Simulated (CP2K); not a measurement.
2-methoxythiazole has these distinct C atoms: C1 (bonded to O and 3 H), C3 (bonded to N, O and S), C5 (bonded to C, N and H) and C6 (bonded to C, S and H).

```xyz
12

C    -2.2710    0.4556   -0.1382
O    -1.3913   -0.1554    0.8403
C    -0.0926   -0.2126    0.4778
N     0.4150    0.2040   -0.6524
C     1.7799   -0.0133   -0.6571
C     2.3032   -0.5974    0.4639
S     1.0434   -0.9032    1.6125
H    -2.2439   -0.1079   -1.0792
H    -3.2657    0.4158    0.3140
H    -1.9665    1.4928   -0.3270
H     2.3559    0.2815   -1.5320
H     3.3337   -0.8598    0.6775
```

Their partial C K spectra (CP2K XAS_TDP, all-electron GAPW, PBEh(45%), aug-cc-pVDZ, TDA, GW2X-corrected core level, no relativity) are given in random order, each times the number of alike atoms.

Gaussian full width 0.5 eV, oscillator strength per eV, alike atoms added, rows of zeros left out:

```
E (eV)  curve 1  curve 2  curve 3  curve 4
286.75    0.002    0.000    0.000    0.000
287.00    0.025    0.000    0.000    0.000
287.25    0.080    0.003    0.000    0.000
287.50    0.065    0.032    0.000    0.000
287.75    0.013    0.091    0.000    0.000
288.00    0.001    0.067    0.000    0.000
288.25    0.000    0.012    0.002    0.000
288.50    0.001    0.001    0.032    0.000
288.75    0.010    0.000    0.109    0.000
289.00    0.047    0.000    0.094    0.000
289.25    0.056    0.000    0.020    0.000
289.50    0.017    0.000    0.001    0.000
289.75    0.005    0.000    0.000    0.000
290.00    0.019    0.000    0.000    0.000
290.25    0.022    0.004    0.000    0.000
290.50    0.007    0.024    0.000    0.000
290.75    0.004    0.040    0.002    0.001
291.00    0.008    0.023    0.024    0.015
291.25    0.009    0.006    0.067    0.068
291.50    0.007    0.003    0.049    0.077
291.75    0.008    0.004    0.009    0.022
292.00    0.006    0.007    0.000    0.003
292.25    0.008    0.010    0.001    0.006
292.50    0.015    0.007    0.005    0.024
292.75    0.014    0.004    0.012    0.066
293.00    0.009    0.005    0.013    0.066
293.25    0.012    0.012    0.009    0.023
293.50    0.011    0.017    0.003    0.010
293.75    0.007    0.011    0.004    0.012
294.00    0.005    0.008    0.010    0.014
294.25    0.004    0.007    0.012    0.017
294.50    0.004    0.007    0.012    0.025
294.75    0.003    0.005    0.011    0.034
295.00    0.003    0.009    0.005    0.038
295.25    0.004    0.021    0.008    0.039
295.50    0.004    0.023    0.011    0.033
295.75    0.003    0.015    0.021    0.013
```

**Question.** Which curve belongs to which atom?

Curve 1: C6 (bonded to C, S and H), leading line at 287.34 eV (f = 0.046 an atom), ionisation energy 292.06 eV, term value 4.72 eV. Curve 2: C5 (bonded to C, N and H), leading line at 287.82 eV (f = 0.051 an atom), ionisation energy 292.54 eV, term value 4.72 eV. Curve 3: C3 (bonded to N, O and S), leading line at 288.85 eV (f = 0.065 an atom), ionisation energy 294.40 eV, term value 5.55 eV. Curve 4: C1 (bonded to O and 3 H), leading line at 291.40 eV (f = 0.046 an atom), ionisation energy 294.15 eV, term value 2.75 eV. The leading line of an atom is its first one with 35 % of the strongest within 2.5 eV of its lowest line over the strength cut. A line lies at the core ionisation energy, which rises as an atom loses charge to its neighbours or to a π system, less the term value, which is large for a low π* or σ* orbital with weight on that atom.

[Banner, clock and machine lines of the logs are left out without a mark of their own.]

[Logs are printed without paths, hosts, clocks, repeated set-up lines and the standing remarks that a program may print on its own settings, such as how far it seeks lower states.]

[Hosts, paths, dates, database ids (printed as entryN), source tags and the programs' standing remarks are cut or masked in the printed files.]
